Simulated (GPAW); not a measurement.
## Dielectric function and optical constants of SrCl2

Aim: the dielectric function of SrCl2, and the optical constants that follow from it.

Program: GPAW 26.7.0. Level of theory: DFT, LDA, plane-wave PAW (GPAW data sets), scalar-relativistic, RPA, optical limit. Results are calculated unless marked as measured.

Report form: the programs' logs are mostly left out.

## 1. Set-up

It takes space group Fm-3m (No. 225, cubic). The conventional cell has a = 6.977 Å, b = 6.977 Å, c = 6.977 Å, α = 90.00°, β = 90.00°, γ = 90.00°. Sr has 8 Cl at 3.02 Å nearest. Cl has 4 Sr at 3.02 Å nearest. Farther neighbours and most contacts between anions are not listed.

## 2. Ground state

First the ground state: is it a metal or has it a gap?

This step: DFT, LDA, plane-wave PAW (GPAW data sets), scalar-relativistic, ground state (GPAW 26.7.0).

Input file gs.py:

```python
from ase import Atoms
from ase.dft.bandgap import bandgap
from gpaw import GPAW, PW, FermiDirac

atoms = Atoms(['Sr', 'Cl', 'Cl'],
              cell=[[0.000000000000, 3.488350000000, 3.488350000000],
                    [3.488350000000, 0.000000000000, 3.488350000000],
                    [3.488350000000, 3.488350000000, 0.000000000000]],
              scaled_positions=[[0.000000000000, 0.000000000000, 0.000000000000],
                                [0.750000000000, 0.750000000000, 0.750000000000],
                                [0.250000000000, 0.250000000000, 0.250000000000]],
              pbc=[True, True, True])
atoms.calc = GPAW(mode=PW(500), xc='LDA', kpts={'size': (6, 6, 6), 'gamma': True},
                  occupations=FermiDirac(0.05), maxiter=150, txt='gs.txt')
print('energy (eV)', atoms.get_potential_energy())
print('Fermi level (eV)', atoms.calc.get_fermi_level())
print('valence electrons', atoms.calc.get_number_of_electrons())
print('gap (eV)', bandgap(atoms.calc, output=None)[0])
print('direct gap (eV)', bandgap(atoms.calc, direct=True, output=None)[0])
atoms.calc.write('gs.gpw')
```

The run is started by

```console
OMP_NUM_THREADS=1 python gs.py
```

The job ended after 8.1 s (1 thread of Arm Neoverse V2, shared host; peak memory 0.14 GiB).

This step gave:

- energy: -14.05 eV
- Fermi energy: 3.542 eV
- gap on the k-mesh: 4.883 eV
- direct gap on the mesh: 5.167 eV
- electrons: 24

There is a gap, 4.88 eV on this mesh (points off the mesh can give less), so no carriers' term is needed.

## 3. Bands for the response

The response needs many more empty bands than the density does.

This step: DFT, LDA, plane-wave PAW (GPAW data sets), scalar-relativistic, bands at fixed density (GPAW 26.7.0).

Input file nscf.py:

```python
from ase.dft.bandgap import bandgap
from gpaw import GPAW, FermiDirac

calc = GPAW('gs.gpw').fixed_density(kpts={'size': (16, 16, 16), 'gamma': True}, nbands=59, convergence={'bands': 53},
                                    occupations=FermiDirac(0.001), txt='nscf.txt')
print('gap (eV)', bandgap(calc, output=None)[0])
print('direct gap (eV)', bandgap(calc, direct=True, output=None)[0])
print('top band over the Fermi level (eV)', min(calc.get_eigenvalues(kpt=k)[52] for k in range(len(calc.get_ibz_k_points()))) - calc.get_fermi_level())
calc.write('full.gpw', mode='all')
```

The run is started by

```console
OMP_NUM_THREADS=1 python nscf.py
```

Elapsed: 6.9 min, on 1 thread; peak memory 0.52 GiB.

## 4. Dielectric function, RPA

Transitions between filled and empty bands, summed over the zone, give the optical response, so mesh, band count and broadening shape it.

The induced potential is part of this response.

This step: DFT, LDA, plane-wave PAW (GPAW data sets), scalar-relativistic, RPA, optical limit (GPAW 26.7.0).

Input file df.py:

```python
from gpaw.response.df import DielectricFunction

df = DielectricFunction('full.gpw', frequencies={'type': 'nonlinear', 'domega0': 0.03, 'omega2': 8},
                        ecut=30,
                        eta=0.2,
                        nbands=53,
                        txt='df.txt')
for direction in ['x']:
    df.get_dielectric_function(xc='RPA', direction=direction, filename=f'df_{direction}.csv')
```

The run is started by

```console
OMP_NUM_THREADS=1 python df.py
```

Run time: 60 s. Hardware: 1 thread; peak memory 0.26 GiB.

Read-outs, printed or worked out from the files:

```
electronic dielectric constant ε∞, mean over x, y and z (by symmetry where fewer were run) : 2.876
main peak of Im epsilon, first axis                                                        : 7.468 eV
```

Some rows of df_x.csv (energy; Re and Im without local fields; Re and Im with them):

```text
0.000000, 3.346517, -0.000000, 2.875968, -0.000000
0.555532, 3.355757, 0.006706, 2.883067, 0.005152
1.143969, 3.386364, 0.014284, 2.906583, 0.010977
1.768324, 3.444783, 0.023537, 2.951483, 0.018095
2.431988, 3.542126, 0.035923, 3.026357, 0.027648
3.138794, 3.699026, 0.054555, 3.147239, 0.042091
3.893091, 3.959079, 0.087695, 3.348403, 0.068096
4.699832, 4.440628, 0.169901, 3.725571, 0.135183
5.564682, 5.395659, 0.731345, 4.449905, 0.642679
6.494155, 6.320275, 2.412587, 4.933371, 1.820308
7.495775, 3.145885, 6.698537, 3.169857, 4.888357
8.578281, 0.903730, 3.596921, 0.911328, 2.998169
9.751884, 0.082077, 3.342018, 0.510757, 2.722584
11.028587, 0.907837, 2.217669, 0.807116, 1.561424
12.422601, 0.413407, 2.311165, 0.801877, 1.493290
13.950874, 0.343843, 1.792997, 0.804971, 1.105195
15.633783, -0.044647, 1.250194, 0.901808, 1.089059
17.496047, 0.412699, 0.656242, 0.730582, 0.874095
19.567954, 0.960243, 0.512405, 0.633497, 0.711749
```

Values under the direct gap are tails of Lorentzian lines. Im ε, E ∥ x against photon energy; read off at these points:

photon energy (eV), Im ε, E ∥ x and a bar:
```
      0.0       0.00 
      1.0       0.01 
      2.0       0.02 
      3.0       0.04 
      4.0       0.07 
      5.0       0.20 #
      6.0       1.17 #######
      7.0       3.44 #####################
      7.5       4.88 ##############################
      8.0       4.10 #########################
      9.0       2.72 #################
     10.0       2.33 ##############
     11.0       1.56 ##########
     12.0       1.42 #########
     13.0       1.40 #########
     14.0       1.10 #######
     15.0       1.19 #######
     16.0       1.27 ########
     17.0       0.86 #####
     18.0       0.95 ######
     19.0       0.76 #####
```

Table of Re ε, E ∥ x by photon energy:

| photon energy (eV) | Re ε, E ∥ x |
| --- | --- |
| 0 | 2.88 |
| 1 | 2.90 |
| 2 | 2.97 |
| 3 | 3.12 |
| 4 | 3.39 |
| 5 | 3.96 |
| 6 | 4.73 |
| 7 | 5.17 |
| 8 | 1.68 |
| 9 | 1.25 |
| 10 | 0.244 |
| 11 | 0.797 |
| 12 | 0.803 |
| 13 | 0.608 |
| 14 | 0.808 |
| 15 | 0.862 |
| 16 | 0.832 |
| 17 | 0.562 |
| 18 | 0.690 |
| 19 | 0.606 |

The loss function −Im 1/ε at q → 0, E ∥ x has structure finer than the step of the table below, so its rows give means over 0.5 eV, whole bins alone (the curve runs from 0 to 19.9 eV). Peaks (eV: height): 13.34: 0.683, 16.85: 0.841, 18.74: 0.811.

Values under the direct gap are tails of Lorentzian lines. The loss function −Im 1/ε at q → 0, E ∥ x by energy loss; means over each step:

| energy loss (eV) | loss function −Im 1/ε at q → 0, E ∥ x |
| --- | --- |
| 0.5 | 5.6e-4 |
| 1.0 | 0.00113 |
| 1.5 | 0.00174 |
| 2.0 | 0.00239 |
| 2.5 | 0.00313 |
| 3.0 | 0.00399 |
| 3.5 | 0.00504 |
| 4.0 | 0.00643 |
| 4.5 | 0.00855 |
| 5.0 | 0.0136 |
| 5.5 | 0.0291 |
| 6.0 | 0.0492 |
| 6.5 | 0.0659 |
| 7.0 | 0.0901 |
| 7.5 | 0.145 |
| 8.0 | 0.207 |
| 8.5 | 0.286 |
| 9.0 | 0.304 |
| 9.5 | 0.321 |
| 10.0 | 0.428 |
| 10.5 | 0.553 |
| 11.0 | 0.513 |
| 11.5 | 0.524 |
| 12.0 | 0.533 |
| 12.5 | 0.530 |
| 13.0 | 0.604 |
| 13.5 | 0.656 |
| 14.0 | 0.591 |
| 14.5 | 0.568 |
| 15.0 | 0.562 |
| 15.5 | 0.577 |
| 16.0 | 0.557 |
| 16.5 | 0.717 |
| 17.0 | 0.801 |
| 17.5 | 0.683 |
| 18.0 | 0.694 |
| 18.5 | 0.788 |
| 19.0 | 0.799 |
| 19.5 | 0.782 |

The refractive index n and extinction k by photon energy:

| photon energy (eV) | n | k |
| --- | --- | --- |
| 0.0 | 1.70 | 0 |
| 0.5 | 1.70 | 0.00136 |
| 1.0 | 1.70 | 0.00279 |
| 1.5 | 1.71 | 0.00435 |
| 2.0 | 1.72 | 0.00613 |
| 2.5 | 1.74 | 0.00826 |
| 3.0 | 1.77 | 0.0110 |
| 3.5 | 1.80 | 0.0146 |
| 4.0 | 1.84 | 0.0200 |
| 4.5 | 1.90 | 0.0290 |
| 5.0 | 1.99 | 0.0512 |
| 5.5 | 2.10 | 0.137 |
| 6.0 | 2.19 | 0.267 |
| 6.5 | 2.26 | 0.405 |
| 7.0 | 2.39 | 0.720 |
| 7.5 | 2.12 | 1.15 |
| 8.0 | 1.75 | 1.17 |
| 8.5 | 1.44 | 1.10 |
| 9.0 | 1.46 | 0.932 |
| 9.5 | 1.38 | 1.05 |
| 10.0 | 1.14 | 1.02 |
| 10.5 | 1.04 | 0.787 |
| 11.0 | 1.13 | 0.689 |
| 11.5 | 1.11 | 0.721 |
| 12.0 | 1.10 | 0.643 |
| 12.5 | 1.11 | 0.673 |
| 13.0 | 1.03 | 0.677 |
| 13.5 | 0.986 | 0.552 |
| 14.0 | 1.04 | 0.530 |
| 14.5 | 1.06 | 0.520 |
| 15.0 | 1.08 | 0.549 |
| 15.5 | 1.05 | 0.505 |
| 16.0 | 1.08 | 0.585 |
| 16.5 | 0.943 | 0.630 |
| 17.0 | 0.892 | 0.483 |
| 17.5 | 0.967 | 0.452 |
| 18.0 | 0.966 | 0.493 |
| 18.5 | 0.901 | 0.485 |
| 19.0 | 0.888 | 0.428 |
| 19.5 | 0.891 | 0.405 |

Values under the direct gap are tails of Lorentzian lines. Im ε, E ∥ x against photon energy; read off at these points:

| photon energy (eV) | without local fields | with local fields |
| --- | --- | --- |
| 0.00 | 0 | 0 |
| 0.50 | 0.00602 | 0.00463 |
| 1.00 | 0.0124 | 0.00949 |
| 1.50 | 0.0194 | 0.0149 |
| 2.00 | 0.0275 | 0.0211 |
| 2.50 | 0.0374 | 0.0288 |
| 3.00 | 0.0503 | 0.0387 |
| 3.50 | 0.0679 | 0.0525 |
| 4.00 | 0.0945 | 0.0735 |
| 4.50 | 0.140 | 0.110 |
| 5.00 | 0.249 | 0.204 |
| 5.50 | 0.656 | 0.576 |
| 6.00 | 1.39 | 1.17 |
| 6.50 | 2.43 | 1.83 |
| 7.00 | 4.94 | 3.44 |
| 7.38 | 6.86 | 4.82 |
| 7.50 | 6.68 | 4.88 |
| 8.00 | 5.20 | 4.10 |
| 8.50 | 3.78 | 3.18 |
| 9.00 | 3.60 | 2.72 |
| 9.28 | 3.98 | 2.94 |
| 9.50 | 3.78 | 2.90 |
| 10.00 | 2.71 | 2.33 |
| 10.50 | 2.07 | 1.64 |
| 11.00 | 2.20 | 1.56 |
| 11.50 | 2.32 | 1.60 |
| 12.00 | 2.28 | 1.42 |
| 12.50 | 2.26 | 1.49 |
| 13.00 | 1.95 | 1.40 |
| 13.50 | 1.69 | 1.09 |
| 14.00 | 1.79 | 1.10 |
| 14.50 | 1.75 | 1.10 |
| 15.00 | 1.56 | 1.19 |
| 15.50 | 1.27 | 1.05 |
| 16.00 | 1.01 | 1.27 |
| 16.50 | 0.731 | 1.19 |
| 17.00 | 0.649 | 0.861 |
| 17.50 | 0.656 | 0.875 |
| 18.00 | 0.587 | 0.952 |
| 18.50 | 0.539 | 0.874 |
| 19.00 | 0.508 | 0.760 |
| 19.50 | 0.510 | 0.722 |

From ε follow the optical constants at some laser and lamp lines:

| wavelength (nm) | n | k | R (%) | 1/α |
| --- | --- | --- | --- | --- |
| 1550 | 1.70 | 0.002 | 6.7 | 56 µm |
| 800 | 1.71 | 0.005 | 6.9 | 14 µm |
| 450 | 1.75 | 0.010 | 7.5 | 3.7 µm |
| 405 | 1.77 | 0.011 | 7.7 | 2.8 µm |
| 308 | 1.84 | 0.020 | 8.8 | 1.2 µm |
| 248 | 1.99 | 0.051 | 11.0 | 386 nm |
| 193 | 2.24 | 0.386 | 15.9 | 40 nm |

Below the direct gap, k and the depth come from the tails of the Lorentzian lines, not from transitions.

Rows near the edge hang on the gap, which this functional as a rule makes too small, and phonon-assisted absorption is left out.

## 5. Outcome

* electronic dielectric constant ε∞, mean over x, y and z (by symmetry where fewer were run) (RPA): 2.88
* main peak of Im epsilon, first axis: 7.47 eV

What this shows: At this level (LDA, RPA) SrCl2 has ε∞ = 2.88 and n = 1.70 at 1550 nm, and Im ε peaks at 7.5 eV. On the mesh the gap is 4.88 eV and the least direct gap 5.17 eV, so on this mesh the band edges lie at different points. Local fields change the static value along x from 3.35 to 2.88 (-14 %). Distinct maxima of Im ε, read by a parabola through the highest points, lie at 7.47 eV (4.9), 9.36 eV (3.0) and 16.23 eV (1.3). Excitons and phonon-assisted transitions are missing; LDA gaps are as a rule too small, which pulls the onset down and ε∞ up. The sum runs over mesh points, so small or evenly spaced maxima can still be ripples of the mesh.

[Machine, clock and banner lines and Python warnings are left out of the logs.]

[Logs are printed without paths, hosts, clocks, repeated set-up lines and the standing remarks that a program may print on its own settings, such as how far it seeks lower states.]

[Hosts, paths, dates, database ids (printed as entryN), source tags and the programs' standing remarks are cut or masked in the printed files.]
